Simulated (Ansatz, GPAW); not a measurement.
# Optical response of AlBiS3 (model structure), part 3 of 3

Aim: the dielectric function of AlBiS3 (model structure), and the optical constants that follow from it. The structure is a model built here, which may or may not match a known phase. It was built so: All Fe replaced by Al and O replaced by S in the R-3m structure of FeBiO3. The cell is first relaxed with Ansatz.

GPAW 26.7.0; DFT, RPBE, plane-wave PAW (GPAW data sets), scalar-relativistic, RPA, optical limit.

So far. Step 3 (Ground state): There are states at the Fermi level within the smearing, so the occupations stay smeared and the carriers get a Drude term.

**5. Dielectric function, RPA**

Local fields let the induced charge screen the field inside the cell, which as a rule lowers ε, most along directions where the density is uneven.

This step: DFT, RPBE, plane-wave PAW (GPAW data sets), scalar-relativistic, RPA, optical limit (GPAW 26.7.0).

df.py

```python
from gpaw.response.df import DielectricFunction

df = DielectricFunction('full.gpw', frequencies={'type': 'nonlinear', 'domega0': 0.03, 'omega2': 8},
                        ecut=80,
                        eta=0.1,
                        nbands=53,
                        rate=0.05,
                        txt='df.txt')
for direction in ['x', 'z']:
    df.get_dielectric_function(xc='RPA', direction=direction, filename=f'df_{direction}.csv')
```

Run with:

```console
$ OMP_NUM_THREADS=1 python df.py
```

The log of the run:

```text
Using integrator: PointIntegrator
NonLinearFrequencyDescriptor(from 0.000 to 46.548 eV, 456 points)
Nonperiodic BCs:  [False False False]
Using integrator: PointIntegrator
NonLinearFrequencyDescriptor(from 0.000 to 46.548 eV, 456 points)
Nonperiodic BCs:  [False False False]
Using integrator: PointIntegrator

Calculating chi0 body with:
    Ground state adapter containing:
    Number of spins: 1
    Number of kpoints: 512
    Number of irreducible kpoints: 150
    Number of completely occupied states: 15
    Number of partially occupied states: 19

    Linear response parametrization:
    q_c: [0.0, 0.0, 0.0]
    Number of frequency points: 456
    Planewave cutoff: 80.0
    Number of bands: 53
    Number of planewaves: 171
    Broadening (eta): 0.1

Integrating chi0 body.

Symmetries of q_c:
    Direct symmetries (Uq -> q): 4
    Indirect symmetries (TUq -> q): 0
In total 4 allowed symmetries.

150 groups of equivalent kpoints. 70.703125% reduction.

Integral kind: spectral function

Calculating chi0 optical extensions with:
    Ground state adapter containing:
    Number of spins: 1
    Number of kpoints: 512
    Number of irreducible kpoints: 150
    Number of completely occupied states: 15
    Number of partially occupied states: 19

    Linear response parametrization:
    Number of frequency points: 456
    Planewave cutoff: 80.0
    Number of bands: 53
    Number of planewaves: 171
    Broadening (eta): 0.1
Integrating chi0 head and wings.

Symmetries of q_c:
    Direct symmetries (Uq -> q): 4
    Indirect symmetries (TUq -> q): 0
In total 4 allowed symmetries.

150 groups of equivalent kpoints. 70.703125% reduction.

Integral kind: spectral function wings

Calculating drude chi0 with:
    Number of frequency points:456
    Plasma frequency decay rate: 0.05 eV

    Ground state adapter containing:
    Number of spins: 1
    Number of kpoints: 512
    Number of irreducible kpoints: 150
    Number of completely occupied states: 15
    Number of partially occupied states: 19

Symmetries of q_c:
    Direct symmetries (Uq -> q): 4
    Indirect symmetries (TUq -> q): 0
In total 4 allowed symmetries.

150 groups of equivalent kpoints. 70.703125% reduction.

Integral kind: intraband
Plasma frequency:
[[3.7+0.j   0. +0.j   0. +0.j  ]
 [0. +0.j   3.7+0.j   0. +0.02j]
 [0. +0.j   0. +0.02j 3.7+0.j  ]]
```

The job ended after 69 s (1 thread of Arm Neoverse V2, shared host; peak memory 0.91 GiB).

Some rows of df_x.csv (energy; Re and Im without local fields; Re and Im with them):

```text
0.000000, 5509.332063, 0.000000, 5507.650395, 0.000000
0.555532, -22.460029, 12.633391, -24.163524, 12.440214
1.143969, 8.211049, 14.605385, 6.656259, 13.872818
1.768324, 10.756478, 15.645533, 9.289128, 14.415812
2.431988, 7.454399, 17.370871, 6.866088, 15.601814
3.138794, -0.818266, 12.532439, -0.880348, 11.761517
3.893091, -2.039002, 6.951299, -2.545985, 6.438706
4.699832, -2.434913, 5.540522, -2.693572, 5.164551
5.564682, 1.162326, 2.975567, 0.204314, 2.565711
6.494155, 2.841992, 6.451445, 1.983338, 4.824434
7.495775, -1.811406, 6.180049, -1.078128, 5.095121
8.578281, -3.360908, 4.449074, -2.293737, 4.398442
9.751884, -1.707646, 2.511578, -1.189631, 2.406480
11.028587, -0.946716, 2.491778, -0.580142, 1.976969
12.422601, -1.018553, 1.877128, -0.520332, 1.432553
13.950874, -1.033387, 0.960018, -0.779770, 1.161463
15.633783, -0.633335, 0.580276, -0.302389, 0.693542
17.496047, -0.271500, 0.312369, -0.079563, 0.497829
19.567954, 0.022470, 0.185750, 0.133908, 0.329780
```

The Im ε, E ∥ x or z has structure finer than the step of the table below, so its rows give means over 0.5 eV, whole bins alone (the curve runs from 0.305 to 20.2 eV). Peaks (eV: height): 1.18: 14.4, 1.52: 14.6, 1.84: 15.2, 2.78: 17.0, 6.87: 8.56.

Sum at mesh points, not converged in k. Im ε, E ∥ x or z against photon energy; means over each step:

photon energy (eV), Im ε, E ∥ x or z and a bar:
```
      1.0       13.0 #########################
      1.5       12.8 ########################
      2.0       14.0 ###########################
      2.5       15.8 ##############################
      3.0       13.8 ##########################
      3.5       11.0 #####################
      4.0        6.9 #############
      4.5        6.2 ###########
      5.0        3.4 ######
      5.5        2.8 #####
      6.0        3.5 ######
      6.5        5.4 ##########
      7.0        7.1 #############
      7.5        4.7 ########
      8.0        4.5 ########
      8.5        4.5 ########
      9.0        3.1 #####
      9.5        2.6 ####
     10.0        2.3 ####
     10.5        1.9 ###
     11.0        2.0 ###
     11.5        1.8 ###
     12.0        1.6 ##
     12.5        1.4 ##
     13.0        1.6 ##
     13.5        1.5 ##
     14.0        1.1 ##
     14.5        1.0 #
     15.0        0.8 #
     15.5        0.7 #
     16.0        0.6 #
     16.5        0.6 #
     17.0        0.6 
     17.5        0.5 
     18.0        0.4 
     18.5        0.4 
     19.0        0.4 
     19.5        0.3
```

Values under 1 per cm are given as 1; sum at mesh points, not converged in k. The absorption coefficient, E ∥ x or z by photon energy:

```
photon energy (eV)  absorption coefficient, E ∥ x or z (1/cm)
             0.492                                      3.1e5
             1.010                                      2.1e5
             1.486                                      3.1e5
             1.985                                      4.4e5
             2.508                                      6.3e5
             3.018                                      8.3e5
             3.510                                      9.1e5
             3.980                                      8.3e5
             4.516                                      9.7e5
             4.981                                      8.0e5
             5.515                                      6.7e5
             6.021                                      6.4e5
             6.494                                      8.4e5
             6.985                                      1.5e6
             7.496                                      1.3e6
             8.026                                      1.3e6
             8.516                                      1.6e6
             9.023                                      1.4e6
             9.483                                      1.4e6
            10.026                                      1.4e6
            10.519                                      1.3e6
            11.029                                      1.3e6
            11.479                                      1.4e6
            12.023                                      1.3e6
            12.504                                      1.3e6
            13.000                                      1.4e6
            13.512                                      1.5e6
            14.040                                      1.4e6
            14.493                                      1.4e6
            14.960                                      1.3e6
            15.536                                      1.1e6
            16.031                                      1.1e6
            16.541                                      1.0e6
            16.959                                      1.1e6
            17.496                                      9.6e5
            18.049                                      8.6e5
            18.504                                      7.9e5
            18.969                                      7.4e5
            19.447                                      7.0e5
            20.061                                      5.4e5
```

The reflectivity at normal incidence, E ∥ x or z has structure finer than the step of the table below, so its rows give means over 0.5 eV, whole bins alone (the curve runs from 0.305 to 20.2 eV). Peaks (eV: height): 2.90: 50.8, 3.72: 53.4, 4.75: 47.0, 7.04: 41.8, 8.70: 47.0, 9.35: 41.8, 14.04: 36.9.

Sum at mesh points, not converged in k. Table of reflectivity at normal incidence, E ∥ x or z by photon energy; means over each step:

```
photon energy (eV)  reflectivity at normal incidence, E ∥ x or z (%)
               1.0                                              43.0
               1.5                                              40.7
               2.0                                              42.5
               2.5                                              45.5
               3.0                                              48.8
               3.5                                              48.4
               4.0                                              44.0
               4.5                                              44.4
               5.0                                              36.5
               5.5                                              20.5
               6.0                                              18.0
               6.5                                              25.5
               7.0                                              38.4
               7.5                                              35.7
               8.0                                              31.9
               8.5                                              41.0
               9.0                                              38.1
               9.5                                              38.6
              10.0                                              35.7
              10.5                                              33.2
              11.0                                              29.1
              11.5                                              31.0
              12.0                                              31.2
              12.5                                              26.8
              13.0                                              26.8
              13.5                                              29.8
              14.0                                              35.8
              14.5                                              33.0
              15.0                                              35.3
              15.5                                              32.5
              16.0                                              29.3
              16.5                                              26.3
              17.0                                              26.6
              17.5                                              24.6
              18.0                                              20.4
              18.5                                              18.6
              19.0                                              16.4
              19.5                                              15.2
```

The Im ε, E ∥ x or z has structure finer than the step of the table below, so its rows give means over 1 eV, whole bins alone (the curve runs from 0.305 to 20.2 eV). Peaks (eV: height): without local fields 1.2: 15.1, 1.5: 15.4, 1.8: 16.4, 2.7: 18.6, 6.8: 11.4; with local fields 1.2: 14.4, 1.5: 14.6, 1.8: 15.2, 2.8: 17.0, 6.9: 8.56.

Sum at mesh points, not converged in k. Im ε, E ∥ x or z against photon energy; means over each step:

```
photon energy (eV)  without local fields  with local fields
                 1                  13.1               12.5
                 2                  15.2               13.9
                 3                  14.8               13.9
                 4                  8.49               7.85
                 5                  4.30               3.88
                 6                  4.90               3.68
                 7                  8.00               6.19
                 8                  5.70               4.60
                 9                  3.42               3.22
                10                  2.40               2.26
                11                  2.38               1.93
                12                  1.96               1.61
                13                  1.61               1.55
                14                 0.973               1.21
                15                 0.731              0.838
                16                 0.516              0.646
                17                 0.362              0.551
                18                 0.286              0.439
                19                 0.238              0.384
```

The loss function −Im 1/ε at q → 0, E ∥ x or z has structure finer than the step of the table below, so its rows give means over 1 eV, whole bins alone (the curve runs from 0.305 to 20.2 eV). Peaks (eV: height): 19.6: 2.60.

Sum at mesh points, not converged in k. The loss function −Im 1/ε at q → 0, E ∥ x or z by energy loss; means over each step:

energy loss (eV), loss function −Im 1/ε at q → 0, E ∥ x or z and a bar:
```
        1       0.06 
        2       0.06 
        3       0.07 
        4       0.12 #
        5       0.25 ##
        6       0.23 ##
        7       0.15 #
        8       0.21 ##
        9       0.25 ##
       10       0.36 ####
       11       0.46 #####
       12       0.53 ######
       13       0.59 #######
       14       0.63 #######
       15       0.88 ##########
       16       1.33 ################
       17       1.72 #####################
       18       2.26 ############################
       19       2.42 ##############################
```

Optical constants at common wavelengths, from n + ik = √ε:

```
wavelength (nm)     n      k  R (%)    1/α
           1064  3.32  2.139   42.8  40 nm
            800  3.27  2.135   42.6  30 nm
            633  3.33  2.196   43.5  23 nm
            532  3.40  2.104   42.8  20 nm
            405  2.33  2.613   48.0  12 nm
            365  2.26  2.443   45.5  12 nm
            308  1.63  2.032   40.9  12 nm
```

In reflection the computed colour is faintly violet: x = 0.302, y = 0.311, luminous reflectivity 43 %.

**6. What came out**

**Reading.** At this level (RPBE, RPA) AlBiS3 is a metal. The mesh is too coarse to trust the carriers' weight, the reflectivity or the colour to better than tens of per cent. The cell shrank by 2.1 % in volume. In reflection the computed colour is faintly violet: x = 0.302, y = 0.311, luminous reflectivity 43 %. The carriers' damping of 0.05 eV is typed, not computed; it shapes the response at the lowest energies. Spin-orbit coupling is left out although heavy atoms are present. The curves end at 20 eV, about where the summed bands run out. GPAW's carrier term has the form −ωp²/(ω + i·rate)², which damps like twice the rate and fails at low energy, so the curves leave the lowest energies out. The sum runs over mesh points 0.17 Å⁻¹ apart with no interpolation, so peaks are partly noise of the mesh, and the Drude plasma energy, a sum over the Fermi surface, isn't converged.

[Machine, clock and banner lines and Python warnings are left out of the logs.]

[Logs are printed without paths, hosts, clocks, repeated set-up lines and the standing remarks that a program may print on its own settings, such as how far it seeks lower states.]

[Hosts, paths, dates, database ids (printed as entryN), source tags and the programs' standing remarks are cut or masked in the printed files.]
